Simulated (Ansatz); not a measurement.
## How NaI (Fm-3m) expands on warming

How much does NaI expand with temperature?

What experiment has found for this phase:
- volume expansion coefficient 135 1e-6/K near room temperature (given in “Descriptors for thermal expansion in solids”, 2017, arXiv:1701.03966)

Calculated with Ansatz 0.2.0; DFT LDA, scalar-relativistic, plane waves, PAW.

**1. The starting structure**

The structure is cubic, space group Fm-3m (No. 225). Conventional cell: a = 6.473 Å, b = 6.473 Å, c = 6.473 Å, α = 90.00°, β = 90.00°, γ = 90.00°. Nearest to Na lie 6 I at 3.24 Å. Nearest to I lie 6 Na at 3.24 Å. Farther neighbours and most contacts between anions are not listed.

As a file:

```cif
data_structure
_symmetry_space_group_name_H-M 'Fm-3m'
_symmetry_Int_Tables_number 225
_cell_length_a 6.4728
_cell_length_b 6.4728
_cell_length_c 6.4728
_cell_angle_alpha 90.000
_cell_angle_beta 90.000
_cell_angle_gamma 90.000
_cell_volume 271.19
loop_
_atom_site_label
_atom_site_type_symbol
_atom_site_symmetry_multiplicity
_atom_site_Wyckoff_symbol
_atom_site_fract_x
_atom_site_fract_y
_atom_site_fract_z
_atom_site_occupancy
Na1 Na 4 a 0.00000 0.00000 0.00000 1
I1 I 4 b 0.50000 0.00000 0.00000 1
```

**2. A first coarse run**

Before spending time, one coarse run tells the gap and the pressure of the starting cell.

input.yaml reads:

```yaml
crystal:
  lattice:
    - [0.0, 3.2364, 3.2364]
    - [3.2364, 0.0, 3.2364]
    - [3.2364, 3.2364, 0.0]
  atoms:
    - { symbol: Na, position: [0.0, 0.0, 0.0] }
    - { symbol: I, position: [0.5, 0.5, 0.5] }
kpoints:
  mp_grid: { grid: [6, 6, 6] }
hamiltonian:
  xc: lda
scf:
  occupations: { method: gaussian, width: 0.1 }
output:
  forces: true
  stress: true
  eigenvalues: true
```

Run with:

```sh
$ ansatz run input.yaml --threads 4 --pin off --max-ram 16384MiB --backend cpu --events-out ev --progress --plain --runs-dir out
```

Numbers of over 12 decimals in the logs are rounded to 6 here.

The log of the run:

```text
Engine: ansatz 0.2.0, aarch64-unknown-linux-gnu
Pseudopotentials: kind: paw
Pseudopotential: Na, paw, valence charge 9, recommended cutoff 420 eV (normal), Na.paw.azcp
Pseudopotential: I, paw, valence charge 17, recommended cutoff 420 eV (normal), I.paw.azcp
Functional definition: SPW92
  exchange = slater_x
  correlation = pw_c
Crystal: 2 atoms, lattice volume = 67.798 Å³
Basis set: ecut = 420 eV, 1363 PW (Γ)
Bands: 17, of which v1, the nominal top of the filled ones, is band 13 counted from 1 (12 counted from 0)
Symmetry: 48 space group operations
Space group: Fm-3m (ITA 225), of the structure as read, at distance tolerance 4.1e-5 Å
k-points: 16 of 216
Non-local potential: Na, projectors of the file, l = 0: 3, l = 1: 2, l = 2: 1
Non-local potential: I, projectors of the file, l = 0: 2, l = 1: 2, l = 2: 2, l = 3: 2
PAW form: soft (Blöchl's): semilocal exchange-correlation on the pseudo side does not see the compensation charge
PAW frozen core: Na, regenerated for the run's functional, and the local potential with it (the file was generated under x = pbe(κ = 0.804, μ = 0.219515), c = pbe(β = 0.066725))
PAW frozen core: I, regenerated for the run's functional, and the local potential with it (the file was generated under x = pbe(κ = 0.804, μ = 0.219515), c = pbe(β = 0.066725))
PAW one-centre angular grid: Na, 110 points (default); XC on 64 Gauss nodes
PAW one-centre angular grid: I, 590 points (default); XC on 64 Gauss nodes
Initial density: superposition of atomic densities (neutral atoms: chi_scale 0, normalization atom), corrected by the library's trained network
Initial wavefunctions: pseudopotential atomic-orbital guess
Functional: x = slater, c = lda
SCF iter   1: F=—  HF=-8824.979556 eV  |F-HF|=—  |Δ(HF+E_count)|=         —  Δρ=5.26e-3  dr2=7.51e-3  ethr=1.77e-3  ⟨swp⟩=5.8  Hψ=1459  notcnv=0
preconditioner: auto → none  [insulator: Δε(μ)=3.323 eV  Ē_g=10.446 eV  σ=0.100 eV  W_gap=1.00  n_scr=14 (ndim 8)  ℏωp=12.8 eV  f_vac=0.068  D(μ)=0.00/eV (n_scr^D=0)  ε∞_Penn≈2.5]
SCF iter   2: F=—  HF=-8824.974755 eV  |F-HF|=—  |Δ(HF+E_count)|=   4.80e-3  Δρ=1.90e-3  dr2=1.68e-3  ethr=2.89e-5  ⟨swp⟩=2.1  Hψ=593  notcnv=0
SCF iter   3: F=—  HF=-8824.974474 eV  |F-HF|=—  |Δ(HF+E_count)|=   2.81e-4  Δρ=6.79e-4  dr2=2.57e-4  ethr=6.45e-6  ⟨swp⟩=2.2  Hψ=440  notcnv=0
SCF iter   4: F=—  HF=-8824.974395 eV  |F-HF|=—  |Δ(HF+E_count)|=   7.98e-5  Δρ=2.09e-4  dr2=1.40e-5  ethr=9.87e-7  ⟨swp⟩=2.6  Hψ=389  notcnv=0
SCF iter   5: F=—  HF=-8824.974394 eV  |F-HF|=—  |Δ(HF+E_count)|=   5.83e-7  Δρ=1.21e-5  dr2=1.37e-7  ethr=5.39e-8  ⟨swp⟩=1.1  Hψ=276  notcnv=0
SCF iter   6: F=-8824.974394 eV  HF=-8824.974394 eV  |F-HF|=5.46e-9  |Δ(HF+E_count)|=   1.03e-8  Δρ=3.07e-6  dr2=6.92e-9  ethr=3.85e-10  ⟨swp⟩=5.8  Hψ=1172  notcnv=0
SCF 1 converged in 6 iterations: F = -8824.974394 eV  dr2 = 6.92e-9
  greatest PAW one-centre occupation: 1.000 electrons in one spin orbital (limit 2), on the I atom at site 1 (counted from 0), in its partial waves of l = 2
SCF converged after 6 iterations
Free energy (F): -8824.974394 eV
Harris-Foulkes:  -8824.974394 eV  (|F-HF|=5.46e-9)
Internal energy: -8824.974394 eV  (E = F + TS)
E sigma→0 (E₀):  -8824.974394 eV
Fermi energy:    4.442581 eV
--- Per-component energies (eV) ---
  E_band       = -619.891497
  E_kinetic    = 310.456340
  E_local      = -3356.109297  (includes V_loc(G=0)·N_el)
  E_nonlocal   = 31.348119
  E_hartree    = 1517.054762
  E_xc         = -165.444759
  E_vxc        = -178.323104  (∫ρ·V_xc dr)
  E_paw        = -4905.351595  (= ΣΔE_a)
  E_vpaw       = -461.377934  (= ΣTr[D̂ρ^β])
  E_aug_tail   = 0.000050  (compensation charges beyond the density's cutoff)
  E_ewald      = -2257.850118
  E_core_change = 0.922105  (= ΣΔE_core)
  E_smearing   = -0.000000  (= −TS)
  E_closure    = 0.000000  (closes the sum)
  Σ components = -8824.974394   (vs F -8824.974394, Δ=0.00e0)
--- Forces (eV/Å), atoms counted from 1 ---
  atom   1  Na    -0.00000000     0.00000000    -0.00000000
  atom   2  I      0.00000000    -0.00000000    -0.00000000
  max |Σ_I F_I| component: 5.61e-29 eV/Å
--- Stress (GPa, compression-positive) ---
       -1.637343       0.000000      -0.000000
       -0.000000      -1.637343       0.000000
       -0.000000       0.000000      -1.637343
  P = ⅓ Tr σ = -1.6373 GPa (-16.373 kbar)
--- Band table (eV; the first three rows and the last of 16) ---
  k-point 0: bands = [... 9 lower, -8.3504, 2.7745, 2.7745, 2.7745, 6.1074, 10.6109, 10.6109, 10.6109]
  k-point 1: bands = [... 9 lower, -8.2769, 2.0057, 2.6981, 2.6981, 6.9494, 10.0831, 10.7947, 10.7947]
  k-point 2: bands = [... 9 lower, -8.1214, 0.9572, 2.5556, 2.5556, 7.6354, 10.3486, 10.3486, 10.5650]
  k-point 15: bands = [... 9 lower, -7.9562, 1.0624, 1.6408, 1.8601, 7.9290, 9.1259, 11.1705, 11.2069]
```

The job ended after 0.93 s (4 threads of Arm Neoverse V2, shared host; peak memory 0.29 GiB).

The column dr2 measures how far the density is from self-consistency, as an energy; F and HF (Harris–Foulkes) agree once it is small.

Numbers from this step:

| Quantity | Value |
| --- | --- |
| pressure | -1.637 GPa |
| gap on the k-mesh | 3.333 eV |
| volume per atom | 33.90 Å³ |

The start is under -1.6 GPa at this level and looks like an insulator or semiconductor on this mesh.

**3. Relaxation**

Phonons are second derivatives about a minimum, so cell and atoms are relaxed first, inside the symmetry of the start.

input.yaml, the sections that differ from step 2:

```yaml
scf:
  occupations: { method: gaussian, width: 0.02 }
output:
  forces: true
  stress: true
  eigenvalues: true
  write_density: true
  write_potential: true
  elf: true
  volumetric_format: npy
relax:
  adjacent_minimum: "off"
  f_tol: 0.005
  max_steps: 80
  cell: { stress_tol: 0.05 }
# crystal, kpoints, hamiltonian: as in step 2
```

The log of the run:

```text
[...]
Crystal: 2 atoms, lattice volume = 67.798 Å³
Basis set: ecut = 420 eV, 1363 PW (Γ)
Bands: 17, of which v1, the nominal top of the filled ones, is band 13 counted from 1 (12 counted from 0)
Symmetry: 48 space group operations
[...]
k-points: 16 of 216
[...]
SCF iter   1: F=—  HF=-8824.979585 eV  |F-HF|=—  |Δ(HF+E_count)|=         —  Δρ=5.25e-3  dr2=7.50e-3  ethr=1.77e-3  ⟨swp⟩=6.2  Hψ=1483  notcnv=0
[...]
SCF iter   6: F=-8824.974394 eV  HF=-8824.974394 eV  |F-HF|=5.90e-9  |Δ(HF+E_count)|=   7.01e-9  Δρ=3.29e-6  dr2=7.59e-9  ethr=3.85e-10  ⟨swp⟩=10.3  Hψ=1882  notcnv=0
SCF 1 converged in 6 iterations: F = -8824.974394 eV  dr2 = 7.59e-9
[...]
relax step   1: F+E_penalty+E_count = -8824.97439401 eV  Δ(F+E_penalty+E_count) = +0.000e0 eV  max|allowed force component| = 1.613e-28 eV/Å  Δτ_max = 0.0000 Å  P = -1.637 GPa  Ω = 67.798 Å³  (6 SCF iters, dr2 threshold 1.00e-7 eV, accepted)
Crystal: 2 atoms, lattice volume = 64.528 Å³
Basis set: ecut = 420 eV, 1243 PW (Γ)
[...]
iter 1 solved again at ethr=1.26e-5 eV; its pass at ethr=3.10e-3 eV (dr2=3.29e-3 eV) is discarded
[...]
SCF iter   5: F=-8825.001406 eV  HF=-8825.001406 eV  |F-HF|=7.28e-12  |Δ(HF+E_count)|=   1.14e-7  Δρ=6.24e-6  dr2=1.71e-8  ethr=7.69e-10  ⟨swp⟩=10.8  Hψ=2057  notcnv=0
SCF 2 converged in 5 iterations: F = -8825.001406 eV  dr2 = 1.71e-8
  Residual-converged pass: ⟨swp⟩=1.0  Hψ=336  notcnv=0  max |occ|·‖R‖ = 7.0e-9 eV (tolerance 1.0e-8 eV)  dr2=1.71e-8  dr2_onsite=5.51e-9  max |Δocc| = 0.0e0
relax step   2: F+E_penalty+E_count = -8825.00140554 eV  Δ(F+E_penalty+E_count) = -2.701e-2 eV  max|allowed force component| = 1.469e-29 eV/Å  Δτ_max = 0.0000 Å  P = -0.936 GPa  Ω = 64.528 Å³  energy of the carried Pulay correction = +3.782e-4 eV  (5 SCF iters, dr2 threshold 2.00e-7 eV, accepted)
Crystal: 2 atoms, lattice volume = 60.631 Å³
[...]
SCF iter   5: F=-8825.011154 eV  HF=-8825.011154 eV  |F-HF|=1.25e-9  |Δ(HF+E_count)|=   1.56e-7  Δρ=7.43e-6  dr2=1.97e-8  ethr=7.69e-10  ⟨swp⟩=10.9  Hψ=2089  notcnv=0
SCF 3 converged in 5 iterations: F = -8825.011154 eV  dr2 = 1.97e-8
relax step   3: F+E_penalty+E_count = -8825.01115432 eV  Δ(F+E_penalty+E_count) = -9.749e-3 eV  max|allowed force component| = 1.194e-29 eV/Å  Δτ_max = 0.0000 Å  P = +0.246 GPa  Ω = 60.631 Å³  energy of the carried Pulay correction = +8.541e-4 eV  (5 SCF iters, dr2 threshold 2.00e-7 eV, accepted)
[...]
relax step   4: F+E_penalty+E_count = -8825.01158449 eV  Δ(F+E_penalty+E_count) = -4.302e-4 eV  max|allowed force component| = 2.008e-29 eV/Å  Δτ_max = 0.0000 Å  P = -0.024 GPa  Ω = 61.403 Å³  energy of the carried Pulay correction = +7.575e-4 eV  (4 SCF iters, dr2 threshold 1.51e-7 eV, accepted)
[...]
SCF iter   1: F=—  HF=-8825.010782 eV  |F-HF|=—  |Δ(HF+E_count)|=         —  Δρ=7.56e-5  dr2=6.20e-7  ethr=3.59e-6  ⟨swp⟩=2.4  Hψ=2124  notcnv=0
eigensolver tolerance schedule: the retry pair's looser diagonalisation over-reported the residual by 1506.15 of it (diagonalisation noise at an unbounded share of the residual, at the tolerance the schedule requests for it); recorded, not acted on — ethr = c·dr2/N_el stays at c = 1.0e-1
[...]
SCF iter   2: F=—  HF=-8825.010782 eV  |F-HF|=—  |Δ(HF+E_count)|=   1.97e-7  Δρ=3.57e-5  dr2=1.04e-7  ethr=2.38e-9  ⟨swp⟩=2.2  Hψ=496  notcnv=0
[...]
SCF iter   5: F=-8825.010782 eV  HF=-8825.010782 eV  |F-HF|=1.82e-12  |Δ(HF+E_count)|=  1.51e-10  Δρ=1.93e-7  dr2=8.16e-12  ethr=1.00e-12  ⟨swp⟩=6.7  Hψ=1290  notcnv=0
SCF 5 converged in 5 iterations: F = -8825.010782 eV  dr2 = 8.16e-12
relax step   5: F+E_penalty+E_count = -8825.01078197 eV  Δ(F+E_penalty+E_count) = +8.025e-4 eV  max|allowed force component| = 1.609e-29 eV/Å  Δτ_max = 0.0000 Å  P = -0.024 GPa  Ω = 61.403 Å³  stress off target by 2.41e-2 GPa  SCF on the basis re-selected at this cell (its energy is not comparable with the rows above)  (5 SCF iters)
basis re-selected at this cell: Δ(F+E_penalty+E_count) = +8.025e-4 eV, ΔP = -0.000 GPa vs the last step (what re-selecting the basis moved, of the pressure what is left beyond the Pulay correction that the steps carried, after the strain that the cell walked since its last selection, with what the two solves' SCF thresholds leave and, on support functions, any second-order correction that the steps lacked; it is no measure of the basis error at this ecutwfc). The dense FFT grid was sized anew with the basis: this SCF ran on 30×30×30 points, the steps before it on 32×32×32, so part of this shift can come from that change (see relax.cell in the input reference). [rest of the remark cut]
SCF converged after 5 iterations
Free energy (F): -8825.010782 eV
[...]
Internal energy: -8825.010782 eV  (E = F + TS)
E sigma→0 (E₀):  -8825.010782 eV
Fermi energy:    5.545330 eV
[...]
--- Stress (GPa, compression-positive) ---
       -0.024073      -0.000000      -0.000000
       -0.000000      -0.024073      -0.000000
       -0.000000      -0.000000      -0.024073
  P = ⅓ Tr σ = -0.0241 GPa (-0.241 kbar)
--- Band table (eV; the first three rows and the last of 16) ---
  k-point 0: bands = [... 9 lower, -7.6655, 3.7374, 3.7374, 3.7374, 7.3531, 11.5741, 11.5741, 11.5741]
  k-point 1: bands = [... 9 lower, -7.5683, 2.8404, 3.6419, 3.6419, 8.2445, 11.0930, 11.8063, 11.8063]
  k-point 2: bands = [... 9 lower, -7.3593, 1.6170, 3.4660, 3.4660, 8.7177, 11.4034, 11.4034, 12.0363]
  k-point 15: bands = [... 9 lower, -7.1380, 1.7130, 2.3845, 2.6456, 9.0615, 10.0575, 12.4680, 12.4963]
--- Relaxed structure (4 steps of the walk, 4 accepted, 1 SCFs on fresh bases) ---
  F+E_penalty+E_count = -8825.01078197 eV   max|allowed force component| = 1.609e-29 eV/Å   (the final SCF, on the basis selected at the relaxed cell)
  cell:  # Å, volume = 61.4032 Å³
    - [0, 3.131269, 3.131269]
    - [3.131269, 0, 3.131269]
    - [3.131269, 3.131269, 0]
  atoms:
    - { symbol: Na, position: [0, 0, 0] }
    - { symbol: I, position: [0.5, 0.5, 0.5] }
```

Wall time 2.5 s (4 threads); peak memory 0.33 GiB; 6.6 s of CPU time.

Relaxation path:

```
step  energy less that of the first step (eV)  largest force component (eV/Å)  pressure (GPa)  volume (Å³)
   1                                   0.0000                          0.0000           -1.64        67.80
   2                                  -0.0270                          0.0000           -0.94        64.53
   3                                  -0.0368                          0.0000            0.25        60.63
   4                                  -0.0372                          0.0000           -0.02        61.40
  5*                                  -0.0364                          0.0000           -0.02        61.40
```

Relaxation steps marked * repeat the geometry before them on a plane-wave basis chosen anew for their cell, so energy and pressure can jump there.

Forces are held to the 48 operations that the run works with; a distortion that breaks them can't arise in this run.

```
conventional cell, symmetrised  before  after  change
                         a (Å)   6.473  6.263  -3.2 %
                         b (Å)   6.473  6.263  -3.2 %
                         c (Å)   6.473  6.263  -3.2 %
              volume (Å³/atom)   33.90  30.70  -9.4 %
```

The relaxed structure:

```xyz
2
Lattice="0.0000 3.1313 3.1313 3.1313 0.0000 3.1313 3.1313 3.1313 0.0000" Properties=species:S:1:pos:R:3 pbc="T T T"
Na    0.0000    0.0000    0.0000
I     3.1313    3.1313    3.1313
```

This step gave:

```yaml
pressure: -0.02407 GPa
gap_on_the_k_mesh: 3.616 eV
volume_per_atom: 30.70 Å³
```

Electrostatic potential energy in the ac plane of the conventional cell at fractional y = 0.000, with atoms of Na and I within 0.2 Å of it. With pseudopotentials it is smooth inside the atoms' cores, unlike the true potential.

Ten even steps from '0' (-40 eV) to '9' (9 eV), each cell a mean:
```
02899857995699850
47899965655899985
89999987668999998
99999999999999999
99999999999999999
67899999889999986
65799987568999855
97589972006899659
98589971005899669
86689984127999757
56899998778999865
88999999999999998
99999999999999999
99999998889999999
78999986557899988
15899866875799972
01799858996699840
```
Columns run along a (6.3 Å; values clipped at the 3rd and 97th percentile), rows up along c (6.3 Å), edges of the conventional cell, whose origin can differ from the input's. Atoms in or near the plane, at fractional coordinates: Na at (0.00, 0.00), Na at (0.50, 0.50), I at (0.50, 0.00), I at (0.00, 0.50).

ELF in the ac plane of the conventional cell at fractional y = 0.000, with atoms of Na and I within 0.2 Å of it. It is the smooth field of the valence electrons, not physical close to the nuclei.

Values, 9 rows by 16 columns, each cell a mean:
```
0.49 0.45 0.10 0.18 0.65 0.72 0.59 0.40 0.37 0.51 0.68 0.74 0.39 0.05 0.32 0.50
0.16 0.12 0.08 0.09 0.31 0.60 0.71 0.72 0.71 0.72 0.68 0.45 0.15 0.06 0.10 0.15
0.70 0.69 0.57 0.31 0.11 0.13 0.22 0.26 0.27 0.24 0.16 0.08 0.20 0.48 0.66 0.70
0.46 0.58 0.70 0.70 0.35 0.04 0.20 0.42 0.44 0.33 0.07 0.16 0.61 0.74 0.64 0.51
0.29 0.40 0.65 0.75 0.42 0.07 0.45 0.48 0.39 0.55 0.17 0.19 0.69 0.71 0.53 0.28
0.57 0.65 0.72 0.66 0.29 0.04 0.12 0.29 0.33 0.20 0.04 0.14 0.53 0.72 0.68 0.60
0.61 0.58 0.45 0.20 0.09 0.21 0.37 0.43 0.43 0.41 0.29 0.13 0.14 0.35 0.54 0.60
0.20 0.12 0.04 0.11 0.42 0.69 0.72 0.68 0.67 0.70 0.71 0.56 0.23 0.04 0.07 0.17
0.44 0.52 0.15 0.18 0.68 0.72 0.56 0.33 0.33 0.44 0.66 0.75 0.41 0.06 0.40 0.51
```
Columns run along a (6.3 Å), rows up along c (6.3 Å), edges of the conventional cell, whose origin can differ from the input's. Atoms in or near the plane, at fractional coordinates: Na at (0.00, 0.00), Na at (0.50, 0.50), I at (0.50, 0.00), I at (0.00, 0.50).

Valence density in the ac plane of the conventional cell at fractional y = 0.000, with atoms of Na and I within 0.2 Å of it. It is the smooth field of the valence electrons, not physical close to the nuclei.

Values in e/Å³, 9 rows by 16 columns, each cell a mean:
```
 7  2  0  0  0  0  2  7  9  3  1  0  0  0  1  5
 0  0  0  0  0  0  0  1  1  0  0  0  0  0  0  0
 0  0  0  0  0  0  0  0  0  0  0  0  0  0  0  0
 5  2  1  0  0  0  0  2  3  1  0  0  0  0  1  4
15  6  1  0  0  0  1 11 15  4  0  0  0  1  3 12
 2  1  0  0  0  0  0  1  1  0  0  0  0  0  1  2
 0  0  0  0  0  0  0  0  0  0  0  0  0  0  0  0
 0  0  0  0  0  0  0  1  1  1  0  0  0  0  0  0
12  3  0  0  0  1  2 10 12  5  1  0  0  0  1  8
```
Columns run along a (6.3 Å), rows up along c (6.3 Å), edges of the conventional cell, whose origin can differ from the input's. Atoms in or near the plane, at fractional coordinates: Na at (0.00, 0.00), Na at (0.50, 0.50), I at (0.50, 0.00), I at (0.00, 0.50).

The relaxation ends with a pressure of -0.02 GPa.

(Part 1 of 5 ends here.)

[Logs are printed without paths, hosts, clocks, repeated set-up lines and the standing remarks that a program may print on its own settings, such as how far it seeks lower states.]

[Hosts, paths, dates, database ids (printed as entryN), source tags and the programs' standing remarks are cut or masked in the printed files.]

[A step with changed settings may run another functional than the one named; its input shows which.]
